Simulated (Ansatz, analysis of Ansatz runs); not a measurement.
**How often does Br try the jump in CsLi2Br3 (Immm)?**

Aim: the prefactor of a hop in CsLi2Br3 (Immm) (V_Br hop (4.0 Å), charge 0) from the modes of the moving atom at the start and at the top of a path found beforehand. Model: a cell of 72 host atoms with 1 Br taken out.

Main program and level: Ansatz 0.2.0; plane-wave PAW DFT, PBEsol; finite-difference force constants of the moving atom alone.

## Step 1: The structure

The cell holds 71 atoms: 12 Cs, 24 Li and 35 Br. Cell: a = 13.853 Å, b = 11.980 Å, c = 13.179 Å, α = 90.0°, β = 90.0°, γ = 67.3°. It derives from CsLi2Br3 (space group Immm). Nearest the centre at fractional (0.458, 0.625, 0.890): Li30 at 1.85 Å, Br45 at 1.99 Å, Cs25 at 3.02 Å, Cs48 at 3.04 Å, Br20 at 3.42 Å, Br43 at 3.45 Å, Li33 at 3.69 Å, Li56 at 3.70 Å.

The cell's shortest repeat is 12.0 Å.

## Step 2: Vibrations of the moving atom at the start point

Harmonic transition-state theory takes the prefactor from the modes at the minimum and at the top. Only the moving atom is displaced, by 0.02 Å, which takes six displaced runs and a reference; the host's atoms are held.

q0_M1.start.modes/input.yaml

```yaml
crystal:
  lattice:
    - [13.85313549, 0.0, 0.0]
    - [4.61771183, 11.05374572, 0.0]
    - [0.0, 0.0, 13.17916514]
  atoms:
    - { symbol: Cs, position: [4.948e-05, 0.50033772, -0.00159343] }
    - { symbol: Cs, position: [0.08332663, 0.7505506, 0.50173388] }
    - { symbol: Cs, position: [0.16661896, 0.00021669, -5.743e-05] }
    - { symbol: Cs, position: [0.25038017, 0.25041024, 0.50109524] }
    - { symbol: Li, position: [0.00023905, 0.49978597, 0.30779747] }
    - { symbol: Li, position: [0.08416886, 0.74917419, 0.80810787] }
    - { symbol: Li, position: [0.16714805, -0.00033544, 0.30828146] }
    - { symbol: Li, position: [0.24920456, 0.25586237, 0.80851065] }
    - { symbol: Li, position: [0.0003735, 0.49949609, 0.69144373] }
    - { symbol: Li, position: [0.08321993, 0.7498471, 0.19231728] }
    - { symbol: Li, position: [0.16699028, 0.00192541, 0.69203411] }
    - { symbol: Li, position: [0.24943393, 0.25145506, 0.19224383] }
    - { symbol: Br, position: [4.295e-05, 0.00012446, 0.77924327] }
    - { symbol: Br, position: [0.08367352, 0.24960787, 0.28353462] }
    - { symbol: Br, position: [0.16688397, 0.50081103, 0.78036171] }
    - { symbol: Br, position: [0.25000633, 0.7499224, 0.28244949] }
    - { symbol: Br, position: [0.00014211, 0.00010147, 0.21768893] }
    - { symbol: Br, position: [0.08406689, 0.24992889, 0.71846058] }
    - { symbol: Br, position: [0.16622957, 0.50022062, 0.21585892] }
    - { symbol: Br, position: [0.25511837, 0.74572031, 0.7226007] }
    - { symbol: Br, position: [0.00016765, 0.49987667, 0.49981279] }
    - { symbol: Br, position: [0.08285726, 0.75091196, -0.0001686] }
    - { symbol: Br, position: [0.16837688, -0.00130948, 0.5007984] }
    - { symbol: Br, position: [0.25016352, 0.2505392, 4.69e-06] }
    - { symbol: Cs, position: [0.33364424, 0.50135468, -0.0035728] }
    - { symbol: Cs, position: [0.41808588, 0.746708, 0.50038027] }
    - { symbol: Cs, position: [0.49998683, 0.00032456, 0.00183925] }
    - { symbol: Cs, position: [0.5823154, 0.25299902, 0.50044608] }
    - { symbol: Li, position: [0.33269587, 0.50019194, 0.30680734] }
    - { symbol: Li, position: [0.41345121, 0.76247683, 0.80912425] }
    - { symbol: Li, position: [0.50011296, 0.00010278, 0.30850503] }
    - { symbol: Li, position: [0.5865602, 0.23820173, 0.80907559] }
    - { symbol: Li, position: [0.34007145, 0.50039886, 0.69149979] }
    - { symbol: Li, position: [0.41709358, 0.74972892, 0.19247562] }
    - { symbol: Li, position: [0.50029031, -0.00055246, 0.69168925] }
    - { symbol: Li, position: [0.58312663, 0.25077011, 0.19248929] }
    - { symbol: Br, position: [0.33416976, 0.00248286, 0.782544] }
    - { symbol: Br, position: [0.4165204, 0.25012327, 0.28278301] }
    - { symbol: Br, position: [0.58370752, 0.75021482, 0.28284267] }
    - { symbol: Br, position: [0.33354519, -0.00014154, 0.21731281] }
    - { symbol: Br, position: [0.41780683, 0.25550657, 0.72001495] }
    - { symbol: Br, position: [0.50025861, 0.50009194, 0.21659708] }
    - { symbol: Br, position: [0.58246511, 0.74436248, 0.71988558] }
    - { symbol: Br, position: [0.331026, 0.50067308, 0.49894921] }
    - { symbol: Br, position: [0.41766397, 0.74902367, -0.00052758] }
    - { symbol: Br, position: [0.50022652, -6.23e-05, 0.50108216] }
    - { symbol: Br, position: [0.58229393, 0.25154421, -0.00062202] }
    - { symbol: Cs, position: [0.66643899, 0.49925717, -0.00348751] }
    - { symbol: Cs, position: [0.74997061, 0.7493884, 0.50095224] }
    - { symbol: Cs, position: [0.83336731, 0.00054282, -5.44e-05] }
    - { symbol: Cs, position: [0.91695464, 0.24919584, 0.50193413] }
    - { symbol: Li, position: [0.66774699, 0.49953841, 0.30691783] }
    - { symbol: Li, position: [0.75088795, 0.74497203, 0.80840853] }
    - { symbol: Li, position: [0.83321271, 0.00017935, 0.30823422] }
    - { symbol: Li, position: [0.91580959, 0.25171032, 0.80815951] }
    - { symbol: Li, position: [0.66043856, 0.49905583, 0.69161429] }
    - { symbol: Li, position: [0.75052266, 0.74933871, 0.19223739] }
    - { symbol: Li, position: [0.8336633, -0.00311136, 0.6919592] }
    - { symbol: Li, position: [0.91674323, 0.25099997, 0.19245332] }
    - { symbol: Br, position: [0.66606504, -0.00240965, 0.78246692] }
    - { symbol: Br, position: [0.75033329, 0.24999851, 0.28260148] }
    - { symbol: Br, position: [0.83333335, 0.49939912, 0.78020439] }
    - { symbol: Br, position: [0.91653529, 0.7504703, 0.28341739] }
    - { symbol: Br, position: [0.66663718, 0.0004892, 0.21725764] }
    - { symbol: Br, position: [0.74513874, 0.25437852, 0.72253985] }
    - { symbol: Br, position: [0.83401177, 0.49995525, 0.21615749] }
    - { symbol: Br, position: [0.91630679, 0.75001653, 0.71827627] }
    - { symbol: Br, position: [0.66925582, 0.49917801, 0.49903458] }
    - { symbol: Br, position: [0.7499478, 0.74988475, -1.151e-05] }
    - { symbol: Br, position: [0.83187978, 0.00114289, 0.50076869] }
    - { symbol: Br, position: [0.91722987, 0.24974446, -8.209e-05] }
  symmetry: { detect: false }
basis:
  ecutwfc: 420
  xc_grid: 2
hamiltonian:
  xc: pbesol
kpoints:
  mp_grid: { grid: [1, 1, 1], shift: [0.25, 0.25, 0.25] }
magnetization:
  spin_polarized: true
  initial_magnetization: 1
  spin_locking: { lock_magnetization: hard }
scf:
  occupations: { method: fixed }
  max_iter: 150
phonons:
  supercell: [1, 1, 1]
  displaced_sites: [44]
  amplitude: 0.02
```

Run with:

```
$ ansatz run input.yaml --threads 32 --pin off --max-ram 84787MiB --backend cuda --events-out ev --progress --plain --runs-dir out --max-vram 78GiB
```

Numbers of over 12 decimals in the logs are rounded to 6 here.

Output:

```text
[... repeated set-up lines and file paths are left out, and long positions are rounded to six places ...]
Engine: ansatz 0.2.0, aarch64-unknown-linux-gnu
Pseudopotentials: kind: paw
Pseudopotential: Cs, paw, valence charge 9, recommended cutoff 420 eV (normal), Cs.paw.azcp
Pseudopotential: Li, paw, valence charge 3, recommended cutoff 420 eV (normal), Li.paw.azcp
Pseudopotential: Br, paw, valence charge 7, recommended cutoff 420 eV (normal), Br.paw.azcp
Functional definition: PBEsol
  exchange = pbesol_x
  correlation = pbesol_c
Crystal: 71 atoms, lattice volume = 2018.113 Å³
Basis set: ecut = 420 eV, 39381 PW (Γ), exchange–correlation on 192×162×180 points (8 copies of the dense FFT grid, shifted against one another)
Bands: 284, of which v1, the nominal top of the filled ones, is band 213 counted from 1 (212 counted from 0)
Symmetry: 1 space group operations
k-points: 1
Non-local potential: Cs, projectors of the file, l = 0: 3, l = 1: 2, l = 2: 2, l = 3: 2
Non-local potential: Li, projectors of the file, l = 0: 3, l = 1: 2, l = 2: 1
Non-local potential: Br, projectors of the file, l = 0: 2, l = 1: 2, l = 2: 2
PAW form: soft (Blöchl's): semilocal exchange-correlation on the pseudo side does not see the compensation charge
PAW frozen core: Cs, regenerated for the run's functional, and the local potential with it (the file was generated under x = pbe(κ = 0.804, μ = 0.219515), c = pbe(β = 0.066725))
PAW frozen core: Br, regenerated for the run's functional, and the local potential with it (the file was generated under x = pbe(κ = 0.804, μ = 0.219515), c = pbe(β = 0.066725))
PAW one-centre angular grid: Cs, 194 points (default); XC on 64 Gauss nodes
PAW one-centre angular grid: Li, 110 points (default); XC on 64 Gauss nodes
PAW one-centre angular grid: Br, 110 points (default); XC on 64 Gauss nodes
Initial density: superposition of atomic densities (chi_scale 0.1, normalization cell, long waves kept (reshape's long-wave potential 0.15 eV rms))
Starting moments: Σ|m| = 1 μB on 71 of 71 sites
Initial wavefunctions: pseudopotential atomic-orbital guess
[...]
Functional: x = pbesol(κ = 0.804, μ = 0.123457), c = pbesol(β = 0.046)
SCF 1 converged in 9 iterations: F = -167791.731744 eV  dr2 = 6.26e-8
  greatest PAW one-centre occupation: 1.000 electrons in one spin orbital (limit 2), on the Li atom at site 29 (counted from 0), in its partial waves of l = 0
a single point of the input's cell can leave the moments in the input for a lower state (scf.lower_state_search): this run first made a single point of its cell. [...]
[...]
Stability of the state it starts from, as read at its close in the collinear treatment: not read negative (Ritz values of 1 − χ₀K, real part plus size of imaginary part, from 0.95 to 1.0, by its mixing steps under no symmetry); [...]
Starting moments: Σ|m| = 1 μB on 71 of 71 sites; this step starts from the density that it was given
[...]
iter 1 solved again at ethr=3.64e-7 eV; its pass at ethr=3.10e-3 eV (dr2=1.55e-3 eV) is discarded
SCF iter   1: F=—  HF=-167791.731127 eV  |F-HF|=—  |Δ(HF+E_count)|=         —  Δρ=8.66e-7 (↑8.41e-7 ↓8.66e-7)  dr2=6.49e-8  dr2_m=5.67e-10  M=1.000 μB ∫|m|=1.025 μB  β_m=0.30  ethr=3.64e-7  ⟨swp⟩=5.0  Hψ=3617  notcnv=0  defer=138
eigensolver tolerance schedule: the retry pair's looser diagonalisation over-reported the residual by 23803.77 of it (diagonalisation noise at an unbounded share of the residual, at the tolerance the schedule requests for it); [...]
preconditioner: auto → Resta (q_TF=auto, 2.104 Å⁻¹)  ε∞=3.2  [insulator: Δε(μ)=1.187 eV  Ē_g=9.286 eV  n_scr=320 (ndim 8)  ℏωp=13.9 eV  f_vac=0.002  ε∞_Penn≈3.2]
spin=Collinear: Resta preconditioning applied to the charge; magnetization (m = ρ↑ − ρ↓) channel mixes plain (no charge-response kernel on spin).
[...]
SCF 2 converged in 5 iterations: F = -167791.731744 eV  dr2 = 5.87e-11
[...]
SCF 3 converged in 7 iterations: F = -167791.731530 eV  dr2 = 2.54e-11
[...]
SCF 4 converged in 5 iterations: F = -167791.731486 eV  dr2 = 1.13e-11
[...]
SCF 5 converged in 7 iterations: F = -167791.731420 eV  dr2 = 2.66e-11
[...]
SCF 6 converged in 5 iterations: F = -167791.731344 eV  dr2 = 1.21e-11
[...]
SCF 7 converged in 7 iterations: F = -167791.731032 eV  dr2 = 4.00e-11
[...]
SCF 8 converged in 5 iterations: F = -167791.731077 eV  dr2 = 1.52e-11
SCF converged after 5 iterations
[...]
k-point 0 ↓: bands = ["-41.6313", "-41.6110", "-41.6091", "-41.5981", [... 48 left out ...] "-10.8357", "-10.8231", "-10.8064", "-10.7767"]
--- Phonons: 6 displaced members + reference (amplitude 0.02 Å, Σ member SCF iterations 36) ---
  symmetry images taken by strict's conditions (phonons.symmetry_images: auto; settled by no image being taken that strict refuses)
  force constants formed among 1 of 71 sites (Br 44); the other 70 at rest. The modes move the named sites alone.
  the frequencies, the zero-point energy and the sums are of the block with the acoustic sum rule laid on its rows. Row sums over every site: 1.5e-4 eV/Å² at the most
  transpose residual: 9.4e-5 eV/Å²
  largest component of a force at the reference: 1.9e-3 eV/Å on a named site, 5.2e-3 eV/Å on a site at rest
  frequencies among the named sites at Γ of the cell (cm⁻¹): 63.35 77.95 108.76
  unstable modes among the named sites: 0
  frequencies as built, with no sum rule (cm⁻¹): 63.35 77.95 108.76
  zero-point energy: 0.015501 eV/cell   skipped modes (ω ≤ 0): 0
  not written: the harmonic force-constant file, the file of eigenvectors (these modes' are written with the force constants), the density of states and the dispersion, which are of every site
```

Run time: 7.8 s. Hardware: 1 × NVIDIA GB200 with 32 threads of Arm Neoverse V2, shared host; peak memory 2.9 GiB.

Numbers from this step:

| Quantity | Value |
| --- | --- |
| free energy | -167791.7317 eV |
| total moment | 1 μB |
| integral of the absolute spin density | 1.026 μB |
| spin contamination | 0.001131 |
| frequencies of moving atom | 63.35, 77.95, 108.8 cm⁻¹ (negative: imaginary) |

The three modes are 63, 78 and 109 cm⁻¹: all real, a minimum for this atom with the others held.

## Step 3: Vibrations of the moving atom at the top of the path

The same at the top, where the mode along the path should be imaginary.

q0_M1.top.modes/input.yaml

```yaml
crystal:
  lattice:
    - [13.85313549, 0.0, 0.0]
    - [4.61771183, 11.05374572, 0.0]
    - [0.0, 0.0, 13.17916514]
  atoms:
    - { symbol: Cs, position: [0.00070576, 0.49701838, 0.00262984] }
    - { symbol: Cs, position: [0.0799746, 0.755549, 0.49556056] }
[... 17 atom lines left out ...]
    - { symbol: Br, position: [0.24303383, 0.75825845, 0.70656159] }
[... 4 atom lines left out ...]
    - { symbol: Cs, position: [0.327788, 0.48115745, 0.01435787] }
[... 4 atom lines left out ...]
    - { symbol: Li, position: [0.40880367, 0.77784797, 0.77575071] }
[... 1 atom line left out ...]
    - { symbol: Li, position: [0.58948829, 0.22940331, 0.81469046] }
    - { symbol: Li, position: [0.33056487, 0.51310807, 0.6955769] }
    - { symbol: Li, position: [0.42086552, 0.73890059, 0.19475054] }
[... 2 atom lines left out ...]
    - { symbol: Br, position: [0.3354397, 0.00673656, 0.77757111] }
[... 5 atom lines left out ...]
    - { symbol: Br, position: [0.58707482, 0.75363509, 0.70247417] }
[... 1 atom line left out ...]
    - { symbol: Br, position: [0.46071355, 0.61968395, -0.10531966] }
[... 1 atom line left out ...]
    - { symbol: Br, position: [0.5828815, 0.24559733, 0.00316089] }
    - { symbol: Cs, position: [0.68572175, 0.47858376, 0.01437449] }
[... 7 atom lines left out ...]
    - { symbol: Li, position: [0.66254978, 0.50951289, 0.69569983] }
[... 14 atom lines left out ...]
    - { symbol: Br, position: [0.93107301, 0.23863512, 0.00193222] }
  symmetry: { detect: false }
basis:
  ecutwfc: 420
  xc_grid: 2
hamiltonian:
  xc: pbesol
kpoints:
  mp_grid: { grid: [1, 1, 1], shift: [0.25, 0.25, 0.25] }
magnetization:
  spin_polarized: true
  initial_magnetization: 1
  spin_locking: { lock_magnetization: hard }
scf:
  occupations: { method: fixed }
  max_iter: 150
phonons:
  supercell: [1, 1, 1]
  displaced_sites: [44]
  amplitude: 0.02
```

Output:

```text
[...]
Crystal: 71 atoms, lattice volume = 2018.113 Å³
Basis set: ecut = 420 eV, 39381 PW (Γ), exchange–correlation on 192×162×180 points (8 copies of the dense FFT grid, shifted against one another)
Bands: 284, of which v1, the nominal top of the filled ones, is band 213 counted from 1 (212 counted from 0)
[... 1 set-up line as in the run before ...]
k-points: 1
[...]
Starting moments: Σ|m| = 1 μB on 71 of 71 sites
[...]
SCF 1 converged in 10 iterations: F = -167790.703145 eV  dr2 = 8.70e-8
[...]
SCF iter   1: F=—  HF=-167790.702496 eV  |F-HF|=—  |Δ(HF+E_count)|=         —  Δρ=8.34e-7 (↑8.08e-7 ↓8.34e-7)  dr2=7.05e-8  dr2_m=9.05e-10  M=1.000 μB ∫|m|=1.057 μB  β_m=0.30  ethr=2.74e-7  ⟨swp⟩=5.0  Hψ=3663  notcnv=0  defer=138
[...]
SCF 2 converged in 5 iterations: F = -167790.703145 eV  dr2 = 1.58e-10
[...]
SCF 3 converged in 7 iterations: F = -167790.702735 eV  dr2 = 4.28e-11
[...]
SCF 4 converged in 5 iterations: F = -167790.702742 eV  dr2 = 2.84e-11
[...]
SCF 5 converged in 9 iterations: F = -167790.702694 eV  dr2 = 4.47e-12
[...]
SCF 6 converged in 5 iterations: F = -167790.702675 eV  dr2 = 6.55e-11
[...]
SCF 7 converged in 8 iterations: F = -167790.702760 eV  dr2 = 3.66e-11
[...]
SCF 8 converged in 5 iterations: F = -167790.702798 eV  dr2 = 9.64e-12
SCF converged after 5 iterations
[...]
transpose residual: 1.5e-4 eV/Å²
[...]
frequencies among the named sites at Γ of the cell (cm⁻¹): -63.98 83.16 134.72
  unstable modes among the named sites: 1
  frequencies as built, with no sum rule (cm⁻¹): -63.98 83.16 134.72
  zero-point energy: 0.013507 eV/cell   skipped modes (ω ≤ 0): 1, of them read as no rigid motion or as one in doubt: 1 (1.000e0 modes/cell left out, lowest -63.98 cm⁻¹)
[...]
```

Wall time 7 s (1 × NVIDIA GB200 with 32 threads); peak memory 2.8 GiB.

This step gave:

* free energy: -167790.7031 eV
* total moment: 1 μB
* integral of the absolute spin density: 1.059 μB
* spin contamination: 0.002018
* frequencies of moving atom: -63.98, 83.16, 134.7 cm⁻¹ (negative: imaginary)

The three modes are 64i, 83 and 135 cm⁻¹: one imaginary, a saddle of first order for this atom with the others held.

## Step 4: Attempt frequency and hop rate

Analysis of the runs above: harmonic transition-state theory from the moving atom's modes alone (Vineyard), PBEsol.

It gives:

```
attempt frequency : 1.437 THz
```

Hop rate against temperature:

```
temperature (K)  hop rate (1/s)
            200         1.7e-14
            300          7.5e-6
            400           0.158
            600            3293
            800           4.8e5
           1000           9.4e6
```

## Step 5: What came out

| Property | Result |
| --- | --- |
| attempt frequency (attempt frequency and hop rate) | 1.44 THz |

The attempt frequency, the product of the three frequencies at the start over that of the two real ones at the top (Vineyard), is 1.4 THz. With the barrier of 1.03 eV it gives 3.3e+03 hops a second at 600 K along this one path; equivalent neighbouring sites multiply that. The host's atoms were held, though they move along the path too, so the prefactor is rough. Limits: one k-point off the zone centre stands for the whole zone; PBEsol makes the gap too small and tends to spread out bound carriers; spin–orbit coupling, which can matter with heavy atoms, is left out.

[Logs are printed without paths, hosts, clocks, repeated set-up lines and the standing remarks that a program may print on its own settings, such as how far it seeks lower states.]

[Hosts, paths, dates, database ids (printed as entryN), source tags and the programs' standing remarks are cut or masked in the printed files.]
